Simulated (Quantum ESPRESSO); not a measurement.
# AlN (F-43m): from Born charge to LO-TO splitting

Aim: work out the LO frequency and the static dielectric constant of AlN (F-43m) from one linear-response run, then check them.

Method: DFT PBE, scalar-relativistic, plane waves, PseudoDojo norm-conserving pseudopotentials, in Quantum ESPRESSO 7.5.

### Step 1. The relaxed structure

The structure is cubic, space group F-43m (No. 216). Conventional cell: a = 4.400 Å, b = 4.400 Å, c = 4.400 Å, α = 90.00°, β = 90.00°, γ = 90.00°. Nearest to Al lie 4 N at 1.91 Å. Nearest to N lie 4 Al at 1.91 Å. Farther neighbours and most contacts between anions are not listed.

This is the cell after its relaxation at this level of theory, not the database cell from which that began.

### Step 2. What the response run gave

A linear-response run on the relaxed cell, with the response to an electric field; only its zone-centre results are used. Cutoff 92 Ry, k mesh 12×12×12.

What it wrote:

```text
[banners, grids, parts of the stress and lines that vanish by symmetry left out]
Program PHONON v.7.5
     Reading xml data from directory:

[...]
Exchange-correlation= PBE
                           (   1   4   3   4   0   0   0)
[...]
kinetic-energy cut-off    =      92.0000  Ry
     charge density cut-off    =     368.0000  Ry
     convergence threshold     =      1.0E-18
[...]
Exchange-correlation= PBE
                           (   1   4   3   4   0   0   0)
[...]
q = (   0.0000000   0.0000000   0.0000000 )
     25 Sym.Ops. (with q -> -q+G )
     G cutoff =  322.2765  (  17153 G-vectors)     FFT grid: ( 36, 36, 36)
     number of k points=    72
[...]
Mode symmetry, T_d (-43m)  point group:
[...]
Dielectric constant
[...]
End of electric fields calculation
          Dielectric constant in cartesian axis
          (       4.581829520       0.000000000      -0.000000000 )
          (       0.000000000       4.581829520       0.000000000 )
          (       0.000000000       0.000000000       4.581829520 )
          Effective charges (d Force / dE) in cartesian axis without acoustic sum rule applied (asr)
           atom    1  Al    Mean Z*:        2.52648
      Ex  (        2.52648       -0.00000       -0.00000 )
      Ey  (        0.00000        2.52648        0.00000 )
      Ez  (       -0.00000        0.00000        2.52648 )
           atom    2  N     Mean Z*:       -2.52632
      Ex  (       -2.52632       -0.00000       -0.00000 )
      Ey  (       -0.00000       -2.52632       -0.00000 )
      Ez  (       -0.00000       -0.00000       -2.52632 )
          Effective charges Sum: Mean:        0.00016
[...]
Effective charges (d Force / dE) in cartesian axis with asr applied:
           atom    1  Al    Mean Z*:        2.52640
[...]
atom    2  N     Mean Z*:       -2.52640
[...]
Representation #   1 modes #   1   2   3
[...]
End of self-consistent calculation
     Convergence has been achieved
     Representation #   2 modes #   4   5   6
[...]
End of self-consistent calculation
     Convergence has been achieved
[...]
Dielectric constant in cartesian axis
          (       4.581829520       0.000000000      -0.000000000 )
          (       0.000000000       4.581829520       0.000000000 )
          (       0.000000000       0.000000000       4.581829520 )
          Effective charges (d Force / dE) in cartesian axis without acoustic sum rule applied (asr)
           atom    1  Al    Mean Z*:        2.52648
      Ex  (        2.52648       -0.00000       -0.00000 )
      Ey  (        0.00000        2.52648        0.00000 )
      Ez  (       -0.00000        0.00000        2.52648 )
           atom    2  N     Mean Z*:       -2.52632
      Ex  (       -2.52632       -0.00000       -0.00000 )
      Ey  (       -0.00000       -2.52632       -0.00000 )
      Ez  (       -0.00000       -0.00000       -2.52632 )
          Effective charges Sum: Mean:        0.00016
[...]
Effective charges (d Force / dE) in cartesian axis with asr applied:
           atom    1  Al    Mean Z*:        2.52640
[...]
atom    2  N     Mean Z*:       -2.52640
[...]
q = (    0.000000000   0.000000000   0.000000000 )
[...]
freq (    1) =      -0.051547 [THz] =      -1.719413 [cm-1]
     freq (    2) =      -0.051547 [THz] =      -1.719413 [cm-1]
     freq (    3) =      -0.051547 [THz] =      -1.719413 [cm-1]
     freq (    4) =      19.263527 [THz] =     642.562089 [cm-1]
     freq (    5) =      19.263527 [THz] =     642.562089 [cm-1]
     freq (    6) =      19.263527 [THz] =     642.562089 [cm-1]
[...]
Mode symmetry, T_d (-43m)  point group:
     freq (   1-   3) =         -1.7  [cm-1]   --> T_2  G_15 P_4   I+R
     freq (   4-   6) =        642.6  [cm-1]   --> T_2  G_15 P_4   I+R

   JOB DONE.
```

```csv
quantity,value
cell volume Ω (Å³),21.301
mass of Al (u),26.982
mass of N (u),14.007
"Born charge of Al, raw (e)",2.526
"Born charge of N, raw (e)",-2.526
ε∞,4.582
ω(TO) after the sum rule (cm⁻¹),642.6
```

### Step 3. The calculation

The charges must sum to zero over the cell; taking off their mean, 0.000 e, leaves Z* = 2.526 e on Al. In the polar mode Al moves against N, so the reduced mass is μ = 26.98 × 14.01 / 40.99 = 9.220 u.

A longitudinal wave builds up a field that adds to the restoring force: ω(LO)² = ω(TO)² + 4π Z*² / (μ Ω ε∞), in Hartree atomic units. With μ = 16808 electron masses and Ω = 143.75 bohr³ the second term is 7.2456e-06 Ha², or 349013 cm⁻² (1 Ha = 219474.6 cm⁻¹).

So ω(LO) = √(412896 + 349013) = 872.9 cm⁻¹, and by the Lyddane-Sachs-Teller relation ε₀ = ε∞ (ω(LO)/ω(TO))² = 8.45.

### Step 4. Check against the program

The analysis program adds the same non-analytic term to the full matrix, here for q along (1 0 0).

What it wrote:

```text
[banner, memory and clock lines left out]
Program DYNMAT v.7.5

     Reading Dynamical Matrix from file g.dyn
     ...Force constants read
     ...epsilon and Z* read

     Polarizability (A^3 units)
     multiply by 0.455800 for Clausius-Mossotti correction
         6.071477    0.000000    0.000000
         0.000000    6.071477    0.000000
        -0.000000    0.000000    6.071477

     IR activities are in (D/A)^2/amu units

# mode   [cm-1]    [THz]      IR
    1      0.00    0.0000    0.0000
    2      0.00    0.0000    0.0000
    3      0.00    0.0000    0.0000
    4    642.57   19.2637   15.9706
    5    642.57   19.2637   15.9706
    6    872.87   26.1680   15.9706
```

ε₀ comes from the program's run without a direction of q.

```csv
quantity,by hand,program
ω(LO) (cm⁻¹),872.9,872.9
ε₀,8.45,8.45
```

### Step 5. Outcome

```
TO mode                    : 642.6 cm⁻¹
LO mode                    : 872.9 cm⁻¹
static dielectric constant : 8.455
```

In words: The LO mode of AlN (F-43m) lies at 873 cm⁻¹, 230 cm⁻¹ above the TO mode; the formula meets the program within 0.1 cm⁻¹, as it must for a cubic crystal with one polar mode. ω(LO)² − ω(TO)² goes with Z*²/ε∞: an error of 5 % in ε∞ would move the LO mode by 9.6 cm⁻¹, and semilocal functionals tend to overestimate ε∞. These are harmonic values at zero temperature, at the volume of this functional, for the structure held cubic; stability elsewhere in the zone is no part of this calculation.

[Host names and launcher messages were left out of these logs when they were recorded.]

[Logs are printed without paths, hosts, clocks, repeated set-up lines and the standing remarks that a program may print on its own settings, such as how far it seeks lower states.]

[Hosts, paths, dates, database ids (printed as entryN), source tags and the programs' standing remarks are cut or masked in the printed files.]
